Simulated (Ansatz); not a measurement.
# Gap against volume in glassy Na2Si4O9 (135 atoms)

Density of this cell: 2.44 g/cm³. The cell holds 135 atoms: 18 Na, 81 O and 36 Si. Its edges and angles: a = 12.632 Å, b = 12.128 Å, c = 12.066 Å, α = 89.7°, β = 90.2°, γ = 89.8°. The starting structure: 135 atoms (18 Na, 81 O, 36 Si) placed at random at 2.38 g/cm³, melted at 4500 K for 20 ps at fixed volume with the Morse and Coulomb pair potential with partial charges (Pedone, Malavasi, Menziani, Cormack and Segre, J. Phys. Chem. B 110, 11780 (2006)). Quenched from 4500 K to 300 K at 20 K/ps and fixed volume, held 5 ps. The density is a measured one.

Calculated with Ansatz 0.2.0: Kohn-Sham DFT, PBE, PAW (set soft_2), plane waves; cutoff 420 eV, Γ point, fixed occupations. The relaxed cell was scaled evenly and the atoms were relaxed at each volume. The gap is that between the highest filled and the lowest empty Kohn-Sham level on the run's k-points.

| volume (Å³/atom) | gap (eV) |
| --- | --- |
| 12.324 | 3.690 |
| 12.871 | ? |
| 13.282 | 3.300 |
| 13.693 | 3.267 |
| 14.104 | 3.149 |
| 14.514 | 3.048 |

Task: Fit a straight line in ln V to the rows given and interpolate to the withheld row.

Worked fit:

A volume deformation potential makes the spacing linear in u = ln(V/V0), with V0 = 13.693 Å³ the relaxed volume; v is the spacing.

```
u = ln(V/V0)  v (eV)
   -0.105361  3.6897
  -0.0304594  3.2996
           0  3.2668
   0.0295588  3.1487
   0.0582684  3.0481
```

With n = 5: mean u = -0.00959862, mean v = 3.29058, Σ(u − ū)² = 0.015837, Σ(u − ū)(v − v̄) = -0.060649. Slope b = -0.060649 / 0.015837 = -3.8296; intercept a = v̄ − b ū = 3.2538.

At the withheld volume u = -0.06188, and v = a + b u.

Prediction at 12.871: 3.491 eV. The run gave 3.480 eV, so the fit is high by 0.011 eV (0.31 % of the value).

The slope, -3.83 eV, says that the spacing narrows on expansion. Among the rows given, the largest miss of the fit is at 13.282, by 0.071 eV (11 % of the range of the table).

Limits: The table spans 16 % in volume, wide for a linear law. Semilocal functionals tend to put gaps under measured ones. Only the Γ point is sampled. Atoms move by up to 1.0 Å in these relaxations, so the structure changes along the series. Defect or tail levels can set the spacing of a disordered cell.

[Logs are printed without paths, hosts, clocks, repeated set-up lines and the standing remarks that a program may print on its own settings, such as how far it seeks lower states.]

[Hosts, paths, dates, database ids (printed as entryN), source tags and the programs' standing remarks are cut or masked in the printed files.]
